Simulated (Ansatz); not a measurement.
## Decaying states in the gap of Cs4KCl5

Wanted: the relaxed cell of Cs4KCl5, its band edges and its decay constants. It is built by putting Cs for Na in the KNa4Cl5 structure of space group Immm, with the volume rescaled by atomic radii. The parent structure comes from the Materials Project.

Method: PBE DFT, plane waves, PAW files, in the first sound run; inputs show where later runs differ, in Ansatz 0.2.0.

The structure was built from a prototype and need not be the compound's stable phase.

**1. Starting point**

Symmetry: Immm, No. 71, orthorhombic system. The conventional cell has a = 4.611 Å, b = 6.655 Å, c = 23.327 Å, α = 90.00°, β = 90.00°, γ = 90.00°. K has 6 Cl at 3.33 to 3.48 Å nearest. Cs has 6 Cl at 3.21 to 3.34 Å nearest. Nearest to Cs lie 6 Cl at 3.16 to 3.33 Å. Nearest to Cl lie 4 Cs at 3.16 to 3.33 Å and 2 K at 3.48 Å. Cl has 6 Cs at 3.21 to 3.33 Å nearest. Cl has 2 K at 3.33 Å and 4 Cs at 3.34 Å nearest. It derives from KNa4Cl5. Cs for Na in the KNa4Cl5 structure of space group Immm. Farther neighbours and most contacts between anions are not listed.

**2. Cell and atoms at rest**

The substituted atoms don't fit the parent's cell, so cell and atoms relax together. A small smearing keeps the run stable in case the gap closes on the way.

The input, input.yaml:

```yaml
crystal:
  lattice:
    - [-2.3054349661, 3.327410062, 11.6633658352]
    - [2.3054349661, -3.327410062, 11.6633658352]
    - [2.3054349661, 3.327410062, -11.6633658352]
  atoms:
    - { symbol: K, position: [0.0, 0.0, 0.0] }
    - { symbol: Cs, position: [0.60340797, 0.60340797, 0.0] }
    - { symbol: Cs, position: [0.20469294, 0.20469294, 0.0] }
    - { symbol: Cs, position: [0.79530706, 0.79530706, 0.0] }
    - { symbol: Cs, position: [0.39659203, 0.39659203, 0.0] }
    - { symbol: Cl, position: [0.88803355, 0.38803355, 0.5] }
    - { symbol: Cl, position: [0.69906592, 0.19906592, 0.5] }
    - { symbol: Cl, position: [0.30093408, 0.80093408, 0.5] }
    - { symbol: Cl, position: [0.5, 0.0, 0.5] }
    - { symbol: Cl, position: [0.11196645, 0.61196645, 0.5] }
kpoints:
  mp_grid: { grid: [6, 6, 6] }
scf:
  occupations: { method: gaussian, width: 0.03 }
hamiltonian:
  xc: pbe
output:
  forces: true
  stress: true
relax:
  f_tol: 0.02
  max_steps: 60
  cell: {}
```

Started as:

```console
ansatz run input.yaml --threads 2 --pin off --max-ram 4096MiB --backend cpu --events-out ev --progress --plain --runs-dir out
```

Numbers of over 12 decimals in the logs are rounded to 6 here.

Output:

```text
basis.fft_grid_basis auto: the FFT boxes are laid along the combinations [[1, 0, 1], [0, 1, 1], [0, 0, 1]] of the cell's own vectors, 6.655, 4.611 and 12.346 Å long. The dense box has 45×32×90 points. Along the cell's own vectors, as sized, it would have 90×90×90, 5.62 times as many. Of the 8 symmetry operations that the crystal satisfies within crystal.symmetry.tolerance (time reversal apart; of a slab, those that k [...]
Engine: ansatz 0.2.0, x86_64-unknown-linux-gnu
Pseudopotentials: kind: paw
Pseudopotential: K, paw, valence charge 9, recommended cutoff 420 eV (normal), K.paw.azcp
Pseudopotential: Cs, paw, valence charge 9, recommended cutoff 420 eV (normal), Cs.paw.azcp
Pseudopotential: Cl, paw, valence charge 7, recommended cutoff 420 eV (normal), Cl.paw.azcp
Functional definition: PBE
  parameter kappa = 0.804
  parameter beta = 0.066725
  exchange = pbe_x(kappa = kappa, mu = beta*pi^2/3)
  correlation = pbe_c(beta = beta)
Crystal: 10 atoms, lattice volume = 357.885 Å³
Basis set: ecut = 420 eV, 6987 PW (Γ), FFT grids on a1+a3, a2+a3, a3, exchange–correlation on 90×64×180 points (8 copies of the dense FFT grid, shifted against one another)
Bands: 50, of which v1, the nominal top of the filled ones, is band 40 counted from 1 (39 counted from 0)
Symmetry: 8 space group operations
Space group: Immm (ITA 71), of the structure as read, at distance tolerance 7.1e-5 Å
k-points: 46 of 216
Non-local potential: K, projectors of the file, l = 0: 3, l = 1: 2, l = 2: 2
Non-local potential: Cs, projectors of the file, l = 0: 3, l = 1: 2, l = 2: 2, l = 3: 2
Non-local potential: Cl, projectors of the file, l = 0: 2, l = 1: 2, l = 2: 2
PAW form: soft (Blöchl's): semilocal exchange-correlation on the pseudo side does not see the compensation charge
PAW one-centre angular grid: K, 110 points (default); XC on 64 Gauss nodes
PAW one-centre angular grid: Cs, 194 points (default); XC on 64 Gauss nodes
PAW one-centre angular grid: Cl, 110 points (default); XC on 64 Gauss nodes
Initial density: superposition of atomic densities (neutral atoms: chi_scale 0, normalization atom), corrected by the library's trained network
Initial wavefunctions: pseudopotential atomic-orbital guess
Functional: x = pbe(κ = 0.804, μ = 0.219515), c = pbe(β = 0.066725)
SCF iter   1: F=—  HF=-29636.908092 eV  |F-HF|=—  |Δ(HF+E_count)|=         —  Δρ=4.48e-4  dr2=6.17e-3  ethr=1.77e-3  ⟨swp⟩=14.6  Hψ=13430  notcnv=0  defer=12
preconditioner: auto → Resta (q_TF=auto, 2.125 Å⁻¹)  ε∞=2.9  [insulator: Δε(μ)=4.782 eV  Ē_g=11.776 eV  σ=0.030 eV  W_gap=1.00  n_scr=60 (ndim 8)  ℏωp=16.4 eV  f_vac=0.085  D(μ)=0.00/eV (n_scr^D=0)  ε∞_Penn≈2.9]
SCF iter   2: F=—  HF=-29636.904998 eV  |F-HF|=—  |Δ(HF+E_count)|=   3.09e-3  Δρ=2.77e-4  dr2=1.55e-3  ethr=7.71e-6  ⟨swp⟩=2.8  Hψ=4911  notcnv=0  defer=155
SCF iter   3: F=—  HF=-29636.904717 eV  |F-HF|=—  |Δ(HF+E_count)|=   2.81e-4  Δρ=1.30e-4  dr2=1.60e-4  ethr=1.94e-6  ⟨swp⟩=2.1  Hψ=3455  notcnv=0  defer=155
SCF iter   4: F=—  HF=-29636.904709 eV  |F-HF|=—  |Δ(HF+E_count)|=   8.17e-6  Δρ=4.50e-5  dr2=1.08e-5  ethr=2.00e-7  ⟨swp⟩=2.2  Hψ=3341  notcnv=0  defer=155
SCF iter   5: F=—  HF=-29636.904742 eV  |F-HF|=—  |Δ(HF+E_count)|=   3.33e-5  Δρ=1.20e-5  dr2=8.81e-7  ethr=1.35e-8  ⟨swp⟩=2.1  Hψ=3616  notcnv=0  defer=156
SCF iter   6: F=-29636.904743 eV  HF=-29636.904743 eV  |F-HF|=5.32e-8  |Δ(HF+E_count)|=   1.03e-6  Δρ=2.64e-6  dr2=3.51e-8  ethr=1.25e-10  ⟨swp⟩=4.6  Hψ=8175  notcnv=0
SCF 1 converged in 6 iterations: F = -29636.904743 eV  dr2 = 3.51e-8
  greatest PAW one-centre occupation: 0.987 electrons in one spin orbital (limit 2), on the K atom at site 0 (counted from 0), in its partial waves of l = 0
relax step   1: F+E_penalty+E_count = -29636.90474336 eV  Δ(F+E_penalty+E_count) = +0.000e0 eV  max|allowed force component| = 9.876e-1 eV/Å  Δτ_max = 0.0000 Å  P = +3.896 GPa  Ω = 357.885 Å³  (6 SCF iters, dr2 threshold 1.00e-7 eV, accepted)
Crystal: 10 atoms, lattice volume = 390.286 Å³
Basis set: ecut = 420 eV, 7597 PW (Γ), FFT grids on a1+a3, a2+a3, a3, exchange–correlation on 90×64×180 points (8 copies of the dense FFT grid, shifted against one another)
Initial density: handed on by an earlier stage of this run
Initial wavefunctions: those handed on with the density
iter 1 solved again at ethr=9.85e-5 eV; its pass at ethr=3.10e-3 eV (dr2=7.88e-2 eV) is discarded
SCF iter   1: F=—  HF=-29637.751221 eV  |F-HF|=—  |Δ(HF+E_count)|=         —  Δρ=4.04e-3  dr2=8.05e-2  ethr=9.85e-5  ⟨swp⟩=3.4  Hψ=14583  notcnv=0
preconditioner: auto → Resta (q_TF=auto, 2.095 Å⁻¹)  ε∞=2.8  [insulator: Δε(μ)=4.910 eV  Ē_g=11.700 eV  σ=0.030 eV  W_gap=1.00  n_scr=62 (ndim 8)  ℏωp=15.7 eV  f_vac=0.112  D(μ)=0.00/eV (n_scr^D=0)  ε∞_Penn≈2.8]
SCF iter   2: F=—  HF=-29637.731569 eV  |F-HF|=—  |Δ(HF+E_count)|=   1.97e-2  Δρ=1.81e-3  dr2=1.47e-2  ethr=9.85e-5  ⟨swp⟩=2.2  Hψ=3607  notcnv=0
SCF iter   3: F=—  HF=-29637.730019 eV  |F-HF|=—  |Δ(HF+E_count)|=   1.55e-3  Δρ=4.89e-4  dr2=1.25e-3  ethr=1.84e-5  ⟨swp⟩=2.7  Hψ=4219  notcnv=0
SCF iter   4: F=—  HF=-29637.730402 eV  |F-HF|=—  |Δ(HF+E_count)|=   3.84e-4  Δρ=7.48e-5  dr2=5.05e-5  ethr=1.56e-6  ⟨swp⟩=2.0  Hψ=4020  notcnv=0
SCF iter   5: F=—  HF=-29637.730450 eV  |F-HF|=—  |Δ(HF+E_count)|=   4.77e-5  Δρ=2.56e-5  dr2=3.72e-6  ethr=6.31e-8  ⟨swp⟩=2.0  Hψ=3904  notcnv=0
SCF iter   6: F=-29637.730456 eV  HF=-29637.730455 eV  |F-HF|=1.65e-7  |Δ(HF+E_count)|=   5.32e-6  Δρ=6.20e-6  dr2=2.59e-7  ethr=1.25e-9  ⟨swp⟩=4.5  Hψ=7965  notcnv=0
SCF 2 converged in 6 iterations: F = -29637.730456 eV  dr2 = 2.59e-7
relax step   2: F+E_penalty+E_count = -29637.73045556 eV  Δ(F+E_penalty+E_count) = -8.257e-1 eV  max|allowed force component| = 4.455e-1 eV/Å  Δτ_max = 0.1949 Å  P = +1.405 GPa  Ω = 390.286 Å³  energy of the carried Pulay correction = -1.309e-4 eV  (6 SCF iters, dr2 threshold 1.00e-6 eV, accepted)
Crystal: 10 atoms, lattice volume = 410.669 Å³
Basis set: ecut = 420 eV, 8027 PW (Γ), FFT grids on a1+a3, a2+a3, a3, exchange–correlation on 90×64×180 points (8 copies of the dense FFT grid, shifted against one another)
iter 1 solved again at ethr=1.88e-4 eV; its pass at ethr=3.10e-3 eV (dr2=1.50e-1 eV) is discarded
SCF iter   1: F=—  HF=-29638.022818 eV  |F-HF|=—  |Δ(HF+E_count)|=         —  Δρ=5.00e-3  dr2=1.50e-1  ethr=1.88e-4  ⟨swp⟩=2.2  Hψ=12459  notcnv=0
preconditioner: auto → Resta (q_TF=auto, 2.077 Å⁻¹)  ε∞=2.7  [insulator: Δε(μ)=4.866 eV  Ē_g=11.611 eV  σ=0.030 eV  W_gap=1.00  n_scr=62 (ndim 8)  ℏωp=15.3 eV  f_vac=0.115  D(μ)=0.00/eV (n_scr^D=0)  ε∞_Penn≈2.7]
SCF iter   2: F=—  HF=-29637.983417 eV  |F-HF|=—  |Δ(HF+E_count)|=   3.94e-2  Δρ=1.98e-3  dr2=1.92e-2  ethr=1.87e-4  ⟨swp⟩=2.4  Hψ=4000  notcnv=0
SCF iter   3: F=—  HF=-29637.980634 eV  |F-HF|=—  |Δ(HF+E_count)|=   2.78e-3  Δρ=5.43e-4  dr2=1.41e-3  ethr=2.40e-5  ⟨swp⟩=3.1  Hψ=4229  notcnv=0
SCF iter   4: F=—  HF=-29637.980799 eV  |F-HF|=—  |Δ(HF+E_count)|=   1.64e-4  Δρ=6.52e-5  dr2=5.21e-5  ethr=1.77e-6  ⟨swp⟩=2.0  Hψ=4223  notcnv=0
SCF iter   5: F=—  HF=-29637.980825 eV  |F-HF|=—  |Δ(HF+E_count)|=   2.62e-5  Δρ=2.66e-5  dr2=5.23e-6  ethr=6.51e-8  ⟨swp⟩=2.0  Hψ=3646  notcnv=0
SCF iter   6: F=-29637.980827 eV  HF=-29637.980827 eV  |F-HF|=7.09e-8  |Δ(HF+E_count)|=   2.09e-6  Δρ=8.12e-6  dr2=3.55e-7  ethr=1.25e-9  ⟨swp⟩=4.7  Hψ=8110  notcnv=0
SCF 3 converged in 6 iterations: F = -29637.980827 eV  dr2 = 3.55e-7
relax step   3: F+E_penalty+E_count = -29637.98082693 eV  Δ(F+E_penalty+E_count) = -2.504e-1 eV  max|allowed force component| = 1.908e-1 eV/Å  Δτ_max = 0.1945 Å  P = +0.360 GPa  Ω = 410.669 Å³  energy of the carried Pulay correction = -2.076e-4 eV  (6 SCF iters, dr2 threshold 1.00e-6 eV, accepted)
[...]
relax step   4: F+E_penalty+E_count = -29638.01453732 eV  Δ(F+E_penalty+E_count) = -3.371e-2 eV  max|allowed force component| = 2.676e-2 eV/Å  Δτ_max = 0.1406 Å  P = -0.252 GPa  Ω = 428.272 Å³  energy of the carried Pulay correction = -2.707e-4 eV  (6 SCF iters, dr2 threshold 1.00e-6 eV, accepted)
[...]
relax step   5: F+E_penalty+E_count = -29638.02205570 eV  Δ(F+E_penalty+E_count) = -7.518e-3 eV  max|allowed force component| = 1.985e-2 eV/Å  Δτ_max = 0.0189 Å  P = +0.001 GPa  Ω = 419.645 Å³  energy of the carried Pulay correction = -2.401e-4 eV  (5 SCF iters, dr2 threshold 2.22e-7 eV, accepted)
Basis set: ecut = 420 eV, 8223 PW (Γ), FFT grids on a1+a3, a2+a3, a3, exchange–correlation on 96×72×180 points (8 copies of the dense FFT grid, shifted against one another)
Initial wavefunctions: pseudopotential atomic-orbital guess (no wavefunctions were taken with the density)
iter 1 solved again at ethr=2.03e-7 eV; its pass at ethr=3.10e-3 eV (dr2=1.63e-4 eV) is discarded
SCF iter   1: F=—  HF=-29638.022920 eV  |F-HF|=—  |Δ(HF+E_count)|=         —  Δρ=7.06e-5  dr2=2.43e-6  ethr=2.03e-7  ⟨swp⟩=3.9  Hψ=19481  notcnv=0
preconditioner: auto → Resta (q_TF=auto, 2.070 Å⁻¹)  ε∞=2.7  [insulator: Δε(μ)=4.794 eV  Ē_g=11.547 eV  σ=0.030 eV  W_gap=1.00  n_scr=62 (ndim 8)  ℏωp=15.2 eV  f_vac=0.111  D(μ)=0.00/eV (n_scr^D=0)  ε∞_Penn≈2.7]
SCF iter   2: F=—  HF=-29638.023239 eV  |F-HF|=—  |Δ(HF+E_count)|=   3.19e-4  Δρ=3.68e-5  dr2=6.83e-7  ethr=3.03e-9  ⟨swp⟩=2.7  Hψ=4176  notcnv=0
SCF iter   3: F=—  HF=-29638.023309 eV  |F-HF|=—  |Δ(HF+E_count)|=   6.96e-5  Δρ=1.21e-6  dr2=7.02e-9  ethr=8.54e-10  ⟨swp⟩=2.0  Hψ=3910  notcnv=0
SCF iter   4: F=—  HF=-29638.023309 eV  |F-HF|=—  |Δ(HF+E_count)|=   3.29e-8  Δρ=3.76e-7  dr2=9.64e-10  ethr=8.78e-12  ⟨swp⟩=2.0  Hψ=4138  notcnv=0
SCF iter   5: F=-29638.023309 eV  HF=-29638.023309 eV  |F-HF|=1.02e-10  |Δ(HF+E_count)|=   2.20e-9  Δρ=9.58e-8  dr2=3.97e-11  ethr=1.00e-12  ⟨swp⟩=3.0  Hψ=9878  notcnv=0
SCF 6 converged in 5 iterations: F = -29638.023309 eV  dr2 = 3.97e-11
relax step   6: F+E_penalty+E_count = -29638.02330905 eV  Δ(F+E_penalty+E_count) = -1.253e-3 eV  max|allowed force component| = 1.977e-2 eV/Å  Δτ_max = 0.0000 Å  P = +0.009 GPa  Ω = 419.645 Å³  stress off target by 2.74e-2 GPa  SCF on the basis re-selected at this cell (its energy is not comparable with the rows above)  (5 SCF iters)
basis re-selected at this cell: Δ(F+E_penalty+E_count) = -1.253e-3 eV, ΔP = +0.008 GPa vs the last step (what re-selecting the basis moved, of the pressure what is left beyond the Pulay correction that the steps carried, after the strain that the cell walked since its last selection, with what the two solves' SCF thresholds leave and, on support functions, any second-order correction that the steps lacked; it is no measure of the basis error at this ecutwfc). The dense FFT grid was sized anew with the basis: this SCF ran on 48×36×90 points, the steps before it on 45×32×90, so part of this shift can come from that change (see relax.cell in the input reference). [rest of the remark cut]
SCF converged after 5 iterations
Free energy (F): -29638.023309 eV
Harris-Foulkes:  -29638.023309 eV  (|F-HF|=1.02e-10)
Internal energy: -29638.023309 eV  (E = F + TS)
E sigma→0 (E₀):  -29638.023309 eV
Fermi energy:    3.332465 eV
--- Per-component energies (eV) ---
  E_band       = -467.455554
  E_kinetic    = 1631.648730
  E_local      = -3085.235874  (includes V_loc(G=0)·N_el)
  E_nonlocal   = 275.029279
  E_hartree    = 1046.728819
  E_xc         = -1372.531779
  E_vxc        = -1286.348358  (∫ρ·V_xc dr)
  E_paw        = -24345.084952  (= ΣΔE_a)
  E_vpaw       = -96.007413  (= ΣTr[D̂ρ^β])
  E_aug_tail   = 0.000440  (compensation charges beyond the density's cutoff)
  E_ewald      = -3788.577972
  E_smearing   = -0.000000  (= −TS)
  E_closure    = 0.000000  (closes the sum)
  Σ components = -29638.023309   (vs F -29638.023309, Δ=0.00e0)
--- Forces (eV/Å), atoms counted from 1 ---
  atom   1  K      0.00000000     0.00000000     0.00000000
  atom   2  Cs    -0.00000000     0.00000000    -0.01657203
  atom   3  Cs     0.00000000    -0.00000000    -0.01977025
  atom   4  Cs    -0.00000000     0.00000000     0.01977025
  atom   5  Cs     0.00000000    -0.00000000     0.01657203
  atom   6  Cl    -0.00000000     0.00000000    -0.00121445
  atom   7  Cl     0.00000000     0.00000000     0.00677769
  atom   8  Cl    -0.00000000    -0.00000000    -0.00677769
  atom   9  Cl     0.00000000    -0.00000000    -0.00000000
  atom  10  Cl     0.00000000    -0.00000000     0.00121445
  max |Σ_I F_I| component: 3.90e-18 eV/Å
--- Stress (GPa, compression-positive) ---
       -0.018457      -0.000000       0.000000
       -0.000000       0.027378      -0.000000
        0.000000      -0.000000       0.017533
  P = ⅓ Tr σ = 0.0088 GPa (0.088 kbar)
--- Relaxed structure (5 steps of the walk, 5 accepted, 1 SCFs on fresh bases) ---
  F+E_penalty+E_count = -29638.02330905 eV   max|allowed force component| = 1.977e-2 eV/Å   (the final SCF, on the basis selected at the relaxed cell)
  cell:  # Å, volume = 419.6448 Å³
    - [-2.448048, 3.486707, 12.290979]
    - [2.448048, -3.486707, 12.290979]
    - [2.448048, 3.486707, -12.290979]
  atoms:
    - { symbol: K, position: [-3.5324007783506765e-19, -3.5324007783506765e-19, 0] }
    - { symbol: Cs, position: [0.598634, 0.598634, 0] }
    - { symbol: Cs, position: [0.195954, 0.195954, 0] }
    - { symbol: Cs, position: [0.804046, 0.804046, 0] }
    - { symbol: Cs, position: [0.401366, 0.401366, 0] }
    - { symbol: Cl, position: [0.910522, 0.410522, 0.500000] }
    - { symbol: Cl, position: [0.702146, 0.202146, 0.500000] }
    - { symbol: Cl, position: [0.297854, 0.797854, 0.500000] }
    - { symbol: Cl, position: [0.5, -3.5324007783506765e-19, 0.5] }
    - { symbol: Cl, position: [0.089478, 0.589478, 0.500000] }
```

Wall time 2.4 min (2 threads of Intel Xeon Platinum 8488C (Sapphire Rapids), shared host); peak memory 1.2 GiB.

Step by step:

```csv
step,energy less that of the first step (eV),largest force component (eV/Å),pressure (GPa),volume (Å³)
1,0.0000,0.9876,3.90,357.88
2,-0.8257,0.4455,1.41,390.29
3,-1.0761,0.1908,0.36,410.67
4,-1.1098,0.0268,-0.25,428.27
5,-1.1173,0.0198,0.00,419.64
6*,-1.1186,0.0198,0.01,419.64
```

Relaxation steps marked * repeat the geometry before them on a plane-wave basis chosen anew for their cell, so energy and pressure can jump there.

The run keeps the 8 symmetry operations that it works with, so distortions that break them were not tested.

```csv
"conventional cell, symmetrised",before,after,change
a (Å),4.611,4.896,+6.2 %
b (Å),6.655,6.973,+4.8 %
c (Å),23.327,24.582,+5.4 %
volume (Å³/atom),35.79,41.96,+17.3 %
```

The atoms that moved most (Å, as changes of fractional coordinates times the final cell):

```csv
atom,dx,dy,dz,length
Cl6,0.000,0.000,0.553,0.553
Cl10,0.000,0.000,-0.553,0.553
Cs3,0.000,0.000,-0.215,0.215
Cs4,0.000,0.000,0.215,0.215
Cs5,0.000,0.000,0.117,0.117
Cs2,0.000,0.000,-0.117,0.117
Cl8,0.000,0.000,-0.076,0.076
Cl7,0.000,0.000,0.076,0.076
```

This step gave:

```
free energy  : -29638.0233 eV
Fermi energy : 3.332 eV
pressure     : 0.008818 GPa
```

The largest force component on a free atom ends at 0.020 eV/Å.

(Continued in part 2 of 3.)

[Logs are printed without paths, hosts, clocks, repeated set-up lines and the standing remarks that a program may print on its own settings, such as how far it seeks lower states.]

[Hosts, paths, dates, database ids (printed as entryN), source tags and the programs' standing remarks are cut or masked in the printed files.]
